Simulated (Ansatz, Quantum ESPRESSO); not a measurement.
# HfN (rock salt): bulk modulus from a few volumes

How stiff is rock salt HfN under hydrostatic load? Each row relaxes cell and atoms at a set pressure. The phase is followed to these pressures whether or not it stays the stable one.

Calculated with Ansatz 0.2.0, PBEsol, PAW files of the set soft_1, cutoff 600 eV, Fermi–Dirac smearing 0.05 eV, k-mesh 17×17×17, no spin polarisation, no spin-orbit coupling.

Reference cell, relaxed at zero pressure with PBEsol (Fm-3m): a = 3.1830 Å, b = 3.1830 Å, c = 3.1830 Å, α = 60.00°, β = 60.00°, γ = 60.00°.

```
atom       x       y       z
  Hf  0.0000  0.0000  0.0000
   N  0.5000  0.5000  0.5000
```

| V (Å³/atom) | V/V0 | P (GPa) | E − E0 (meV/atom) |
| --- | --- | --- | --- |
| 11.5687 | 1.0146 | −3.999 | 2.1 |
| 11.2103 | 0.9832 | 4.997 | 2.9 |
| 11.0344 | 0.9677 | 9.988 | 11.1 |
| 10.8711 | 0.9534 | 14.997 | 23.8 |
| 10.4455 | 0.9161 | 30.000 | 82.9 |

V0 = 11.4021 Å³ an atom, where the residual pressure P0 is −0.001 GPa. **Question.** Fit the Birch–Murnaghan law and give the pressure and the energy at V = 10.7197 Å³ an atom, a row left out above.

With the Eulerian strain f = ½[(V0/V)^(2/3) − 1] and F = (P − P0)/[3f(1 + 2f)^(5/2)], the third-order law is the line F = B0 + (3/2) B0 (B′ − 4) f.

| f | F (GPa) |
| --- | --- |
| 0.03008 | 287.30 |
| 0.01615 | 285.87 |
| 0.01105 | 285.39 |
| 0.00569 | 284.78 |
| −0.00481 | 283.73 |

A straight line through the 5 rows: the means are 0.01163 for f and 285.41 for F, Σ(Δx)² = 0.0006667 and ΣΔxΔy = 0.06832, so the slope is 0.06832/0.0006667 = 102.47 and the intercept 285.41 − (102.47)(0.01163) = 284.22.

Hence B0 = 284.2 GPa and B′ = 4 + (102.5)/(1.5 × 284.2) = 4.24. For the withheld volume f = 0.02100, F = 286.37 GPa and P = 20.00 GPa. The run itself gives 20.00 GPa, so the estimate misses by 0.00 GPa, a rounding's worth.

Integrating the same law gives E − E0 = (9/2) B0 V0 f²[1 + (B′ − 4) f] + P0(V0 − V), with 1 GPa Å³ = 6.2415 meV: 40.3 meV an atom. The run itself gives 40.3 meV, so the estimate misses by 0.0 meV, a rounding's worth.

The same fit over all rows at other levels or in other programs gives B0 = 290 GPa with PBEsol (Quantum ESPRESSO, GBRV).

[Logs are printed without paths, hosts, clocks, repeated set-up lines and the standing remarks that a program may print on its own settings, such as how far it seeks lower states.]
